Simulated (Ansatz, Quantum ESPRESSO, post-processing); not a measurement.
# Screening and band shifts of Y2NF2 MXene, 1 layer, part 2 of 2

Aim: how Y2NF2 MXene, 1 layer screens a field along its normal, and what the field does to its bands.

Quantum ESPRESSO 7.5; plane-wave DFT, RPBE, GBRV ultrasoft pseudopotentials made under PBE; geometry and cross-check by Ansatz 0.2.0 with PAW datasets.

So far. Step 13 (Bands along a path: field 0.3 V/Å): Upper empty bands that drop with the field can be states of the vacuum, held by the sawtooth; they depend on the cell's width. Step 14 (Density by pp.x): The density integrates to 41.000 electrons, as the 41 of the input ask.

### 16. Charge moved by a field of 0.2 V/Å

Read from the output:

```
largest charge moved across a plane : 0.001111 e/Å²
dipole step                         : -1.048 eV
```

The planar mean oscillates, so the rows of the table below give means over windows of 0.5 Å about each position, cut where the curve ends. Its maxima inside the range that stand out by 2 % of the span (Å: e/Å³): 7.79: 5.8e-4, 8.59: 4.6e-4, 9.62: 2.8e-4, 12.83: -1.6e-4, 13.75: -2.1e-4. Its minima: 8.25: 2.0e-4, 9.16: 1.6e-4, 12.37: -2.8e-4, 13.40: -4.6e-4, 14.21: -5.8e-4.

The planar mean by z; means over each step:

| z (Å) | planar mean (e/Å³) |
| --- | --- |
| 3.5 | 2.7e-8 |
| 4.0 | 9.3e-8 |
| 4.5 | 3.4e-7 |
| 5.0 | 1.3e-6 |
| 5.5 | 4.9e-6 |
| 6.0 | 1.8e-5 |
| 6.5 | 6.0e-5 |
| 7.0 | 1.8e-4 |
| 7.5 | 4.3e-4 |
| 8.0 | 4.4e-4 |
| 8.5 | 3.6e-4 |
| 9.0 | 2.1e-4 |
| 9.5 | 2.4e-4 |
| 10.0 | 1.8e-4 |
| 10.5 | 1.0e-4 |
| 11.0 | -4.0e-7 |
| 11.5 | -1.1e-4 |
| 12.0 | -1.9e-4 |
| 12.5 | -2.4e-4 |
| 13.0 | -2.1e-4 |
| 13.5 | -3.6e-4 |
| 14.0 | -4.4e-4 |
| 14.5 | -4.2e-4 |
| 15.0 | -1.7e-4 |
| 15.5 | -5.6e-5 |
| 16.0 | -1.6e-5 |
| 16.5 | -4.1e-6 |
| 17.0 | -1.0e-6 |
| 17.5 | -2.5e-7 |
| 18.0 | -6.2e-8 |
| 18.5 | -1.6e-8 |

Table of running integral, electrons below z by z:

z (Å), running integral, electrons below z (e/Å²) and a bar:
```
        4    0.00000 
        5    0.00000 
        6    0.00001 
        7    0.00008 ##
        8    0.00051 ##############
        9    0.00081 ######################
       10    0.00103 ############################
       11    0.00111 ##############################
       12    0.00101 ###########################
       13    0.00079 #####################
       14    0.00044 ############
       15    0.00006 ##
       16    0.00000 
       17    0.00000 
       18    0.00000
```

### 17. Polarisability from the dipole between 0 and 0.1 V/A

Numbers from this step:

- change of slope in the vacuum: 0.10000 eV/Å
- polarisability a cell: 4.329 Å³
- sheet polarisability 4πα/A: 5.242 Å

Table of change of the potential energy, second field less first by z:

z (Å), change of the potential energy, second field less first (eV) and a bar from the least value:
```
        0     -0.419 ######
        1     -0.738 
        2     -0.638 ##
        3     -0.538 ####
        4     -0.438 ######
        5     -0.338 ########
        6     -0.238 ##########
        7     -0.140 ############
        8     -0.062 ##############
        9     -0.021 ###############
       10     -0.002 ###############
       11      0.000 ###############
       12      0.002 ###############
       13      0.021 ###############
       14      0.062 ################
       15      0.141 ##################
       16      0.239 ####################
       17      0.339 ######################
       18      0.439 ########################
       19      0.539 ##########################
       20      0.639 ############################
       21      0.739 ##############################
```

### 18. Dipole against field

Table of dipole along the normal, dipole moment by applied field:

| applied field (V/Å) | dipole along the normal, dipole moment (e·Å) |
| --- | --- |
| 0.000 | -4.2e-5 |
| 0.100 | 0.0300 |
| 0.200 | 0.0601 |
| 0.300 | 0.0901 |

### 19. The same in Ansatz: field 0.1 V/Å

A second code with its own PAW datasets, on the same atoms.

Level of this step: plane-wave DFT, PBE, Ansatz PAW (Ansatz 0.2.0).

File input.yaml:

```yaml
crystal:
  lattice:
    - [3.4617524408, 0.0, 0.0]
    - [-1.7308762204, 2.9979655554, 0.0]
    - [0.0, 0.0, 21.9953007067]
  atoms:
    - { symbol: F, position: [0.3333333333, 0.6666666667, 0.3825952707] }
    - { symbol: "Y", position: [0.6666666667, 0.3333333333, 0.4394721936] }
    - { symbol: "N", position: [0.0, 0.0, 0.4999999989] }
    - { symbol: "Y", position: [0.3333333333, 0.6666666667, 0.5605278022] }
    - { symbol: F, position: [0.6666666667, 0.3333333333, 0.6174047347] }
kpoints:
  mp_grid: { grid: [12, 12, 1] }
hamiltonian:
  xc: pbe
scf:
  occupations: { method: fermi_dirac, width: 0.054 }
  convergence: { dr2_threshold: 1.0e-09 }
efield:
  axis: 3
  dipole_correction: true
  ramp_position: 0.97
  ramp_width: 0.04
  amplitude: 0.1
output:
  write_potential: true
  write_density: true
  volumetric_format: npy
```

Command:

```bash
> ansatz run input.yaml --threads 4 --pin off --max-ram 8192MiB --backend cpu --events-out ev --progress --plain --runs-dir out
```

Elapsed: 7 s, on 4 threads of Intel Xeon Platinum 8259CL at 2.50GHz (Skylake/Cascade Lake), shared host; peak memory 0.57 GiB.

Numbers from this step:

| Item | Value |
| --- | --- |
| free energy | -9706.5476 eV |
| energy at zero smearing | -9706.5425 eV |
| smearing term TS | 0.01014 eV |
| Fermi energy | 1.709 eV |
| dipole along the normal | 0.03016 e·Å |

At 0.1 V/Å Ansatz's dipole is 0.0302 e Å against 0.0300 from pw.x, under another functional.

### 20. Cross-check with Ansatz: field -0.1 V/Å

input.yaml, as its differences from the input of step 19:

```diff
@@ -23,3 +23,3 @@
   ramp_width: 0.04
-  amplitude: 0.1
+  amplitude: -0.1
 output:
```

Run time: 7.2 s. Hardware: 4 threads; peak memory 0.57 GiB; 27 s of CPU time.

Numbers from this step:

```
Fermi energy            : 1.675 eV
dipole along the normal : -0.03016 e·Å
```

### 21. Dipole against field, Ansatz

Dipole along the normal, dipole moment against applied field:

| applied field (V/Å) | dipole along the normal, dipole moment (e·Å) |
| --- | --- |
| -0.1000 | -0.0302 |
| 0.0000 | 7.6e-7 |
| 0.1000 | 0.0302 |

### 22. Ground state, with K_POINTS = [6, 6, 1]

How much does a setting matter? One run is repeated with a change.

Level of this step: plane-wave DFT, RPBE, GBRV ultrasoft pseudopotentials made under PBE (Quantum ESPRESSO 7.5). input_dft overrides the functional of the files.

File f1.w0.in:

```
&control
  prefix = 'f1.w0'
  outdir = './out'
  pseudo_dir = './pseudo'
  calculation = 'scf'
  tprnfor = .true.
  tefield = .true.
  dipfield = .true.
/
&system
  ibrav = 0
  nat = 5
  ntyp = 3
  ecutwfc = 40
  ecutrho = 200
  input_dft = 'rpbe'
  occupations = 'smearing'
  smearing = 'fd'
  degauss = 0.004
  edir = 3
  emaxpos = 0.97
  eopreg = 0.04
  eamp = 0.00194469
/
&electrons
  conv_thr = 1e-09
  mixing_beta = 0.4
  electron_maxstep = 120
  mixing_mode = 'plain'
/
ATOMIC_SPECIES
  F   18.9984  f_pbe_v1.4.uspp.F.UPF
  Y   88.9058  y_pbe_v1.4.uspp.F.UPF
  N   14.0070  n_pbe_v1.2.uspp.F.UPF
CELL_PARAMETERS angstrom
  3.46175244084203 0.00000000000000 0.00000000000000
  -1.73087622042101 2.99796555538198 0.00000000000000
  0.00000000000000 0.00000000000000 21.99530070670000
ATOMIC_POSITIONS crystal
  F   0.333333333333 0.666666666667 0.382595270704
  Y   0.666666666667 0.333333333333 0.439472193567
  N   -0.000000000000 0.000000000000 0.499999998864
  Y   0.333333333333 0.666666666667 0.560527802160
  F   0.666666666667 0.333333333333 0.617404734704
K_POINTS automatic
  6 6 1 0 0 0
```

Command:

```bash
> OMP_NUM_THREADS=1 mpirun -n 4 pw.x -nk 2 -in f1.w0.in > f1.w0.out
```

The job ended after 48 s (4 MPI ranks; peak memory 0.53 GiB; 3.2 min of CPU time).

The changed values were drawn from a wide range, not chosen for quality; the comparison shows what they did here together.

Beside the run it was changed from:

| quantity | this run | unchanged run | difference |
| --- | --- | --- | --- |
| dipole along the normal (e·Å) | 0.03006 | 0.03002 | 4.2e-5 |
| free energy (eV) | -4135.174 | -4135.196 | 0.023 |
| wall time (s) | 48 | 91 |  |
| SCF iterations | 13 | 9 |  |

The free energy moves by +4.6 meV an atom.

This run starts from superposed atoms, the unchanged one from a saved density, so their iteration counts don't compare.

The physical values in this table move by up to 0.14 %.

### 23. SCF with pw.x, with eamp = 0.05

Another try, with an input changed as a hurried user might.

File f1.bad.in:

```
&control
  prefix = 'f1.bad'
  outdir = './out'
  pseudo_dir = './pseudo'
  calculation = 'scf'
  tprnfor = .true.
  tefield = .true.
  dipfield = .true.
/
&system
  ibrav = 0
  nat = 5
  ntyp = 3
  ecutwfc = 40
  ecutrho = 200
  input_dft = 'rpbe'
  occupations = 'smearing'
  smearing = 'fd'
  degauss = 0.004
  edir = 3
  emaxpos = 0.97
  eopreg = 0.04
  eamp = 0.05
/
&electrons
  conv_thr = 1e-09
  mixing_beta = 0.4
  electron_maxstep = 50
  mixing_mode = 'plain'
/
ATOMIC_SPECIES
  F   18.9984  f_pbe_v1.4.uspp.F.UPF
  Y   88.9058  y_pbe_v1.4.uspp.F.UPF
  N   14.0070  n_pbe_v1.2.uspp.F.UPF
CELL_PARAMETERS angstrom
  3.46175244084203 0.00000000000000 0.00000000000000
  -1.73087622042101 2.99796555538198 0.00000000000000
  0.00000000000000 0.00000000000000 21.99530070670000
ATOMIC_POSITIONS crystal
  F   0.333333333333 0.666666666667 0.382595270704
  Y   0.666666666667 0.333333333333 0.439472193567
  N   -0.000000000000 0.000000000000 0.499999998864
  Y   0.333333333333 0.666666666667 0.560527802160
  F   0.666666666667 0.333333333333 0.617404734704
K_POINTS automatic
  12 12 1 0 0 0
```

Command:

```bash
> OMP_NUM_THREADS=1 mpirun -n 4 pw.x -nk 4 -in f1.bad.in > f1.bad.out
```

Elapsed: 9.1 min, on 4 MPI ranks; peak memory 0.78 GiB.

The run ended without convergence. The estimated SCF accuracy went from 317 Ry in the first cycle kept to 0.00756 Ry at best and 0.00756 Ry in the last. The change made on purpose: a field far too strong.

More iterations help only where the error still falls; otherwise the mixing, the start or the set-up has to change.

### 24. The arithmetic

α = Δp/E = (0.03002 − (-0.00004)) e Å / 0.1 V/Å = 0.3006 e Å²/V; times e/(4πε₀) = 14.40 V Å this is 4.329 Å³. With A = 10.378 Å², 4πα/A = 5.242 Å.

### 25. Outcome

| Item | Value |
| --- | --- |
| polarisability along the normal, a cell | 4.33 Å³ |
| sheet polarisability 4πα/A | 5.24 Å |
| dipole without a field | 0 e·Å |

**Reading.** The sheet answers a field with a polarisability of 4.33 Å³ a cell, or 4πα/A = 5.24 Å (RPBE, GBRV ultrasoft (made under PBE)). In pw.x the dipole follows the field linearly over the range tried. A perfect conductor 5.24 Å thick would screen alike; the outer atoms lie 5.16 Å apart. At 0.1 V/Å the sheet takes 0.524 eV off the potential drop. Quantum ESPRESSO and Ansatz give 4.329 and 4.343 Å³ for the polarisability (pw.x from 0 and 0.1 V/Å, Ansatz from ±0.1 V/Å, under PBE), which agree. The ions stay at their zero-field places, so this is the electrons' response alone. Without a field the sheet has no gap. Spin-orbit coupling is left out; depending on the atoms that carry the levels of interest, it can split and shift them by tens to hundreds of meV. The runs have no spin polarisation although the electron count is odd.

[Logs are printed without paths, hosts, clocks, repeated set-up lines and the standing remarks that a program may print on its own settings, such as how far it seeks lower states.]

[Hosts, paths, dates, database ids (printed as entryN), source tags and the programs' standing remarks are cut or masked in the printed files.]

[Maps of the electrostatic potential energy from Ansatz leave out the sawtooth potential of an applied field or a dipole correction, so their vacuum need not be flat; planar profiles and work functions include it.]
